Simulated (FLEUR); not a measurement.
Computed results, one entry a study.

```cif
data_cro2
_symmetry_space_group_name_H-M 'Pnnm'
_symmetry_Int_Tables_number 58
_cell_length_a 4.4481
_cell_length_b 4.5292
_cell_length_c 2.9860
_cell_angle_alpha 90.000
_cell_angle_beta 90.000
_cell_angle_gamma 90.000
_cell_volume 60.16
loop_
_atom_site_label
_atom_site_type_symbol
_atom_site_symmetry_multiplicity
_atom_site_Wyckoff_symbol
_atom_site_fract_x
_atom_site_fract_y
_atom_site_fract_z
_atom_site_occupancy
Cr1 Cr 2 a 0.50000 0.50000 0.50000 1
O1 O 4 g 0.79297 0.18982 0.50000 1
_calc_subject 'Magnetic state of CrO2 from several starts'
_calc_method 'LDA (Perdew-Zunger) with U = 4.4 eV, J = 0.9 eV on Cr d; all-electron FLAPW, Dirac cores, scalar-relativistic bands'
_calc_program 'FLEUR MaX-R8.1'
_calc_settings_of_one_run 'kmax 4.4 1/bohr, gmax 13.2 1/bohr, muffin tin radii Cr: 2.26, O: 1.27 bohr, lmax Cr: [8, 6], O: [6, 4], hist occupations, smearing width 0.05 eV, mixer Anderson, mixing 0.05, max iterations 130, stop 0.0001 me/bohr³, collinear spin, 8×8×8 k-mesh, double counting FLL, mesh matched on, starting moments 3 3 0 0 0 0 μB'
_calc_cost '3 runs, 13 min in all on 4 MPI ranks of Intel Xeon Platinum 8259CL at 2.50GHz (Skylake/Cascade Lake), shared host (the runs of this entry)'
_calc_notes 'The run is spin-polarised, with a total moment of 4.00 μB a cell. Only 3 starts were tried; other patterns of signs, canted and longer-period orders were not.'
_calc_lowest_state_found 'ferromagnetic (initial ferro ++)'
_calc_largest_site_spin_moment '2.23 μB'
_calc_next_finished_state 'antiferromagnetic, 133 meV a seeded atom higher'
_calc_spinless_run_over_the_lowest_under_a_u_no_clean_measure_of_the_moments '1819 meV a seeded atom'
```

[Logs and program files are shortened in this print: banners, set-up blocks, solver, clock and traceback lines can be left out without a mark of their own.]

[Logs are printed without paths, hosts, clocks, repeated set-up lines and the standing remarks that a program may print on its own settings, such as how far it seeks lower states.]

[Hosts, paths, dates, database ids (printed as entryN), source tags and the programs' standing remarks are cut or masked in the printed files.]

[Where a cell is said to come from a database of computed structures, the database is the Materials Project.]
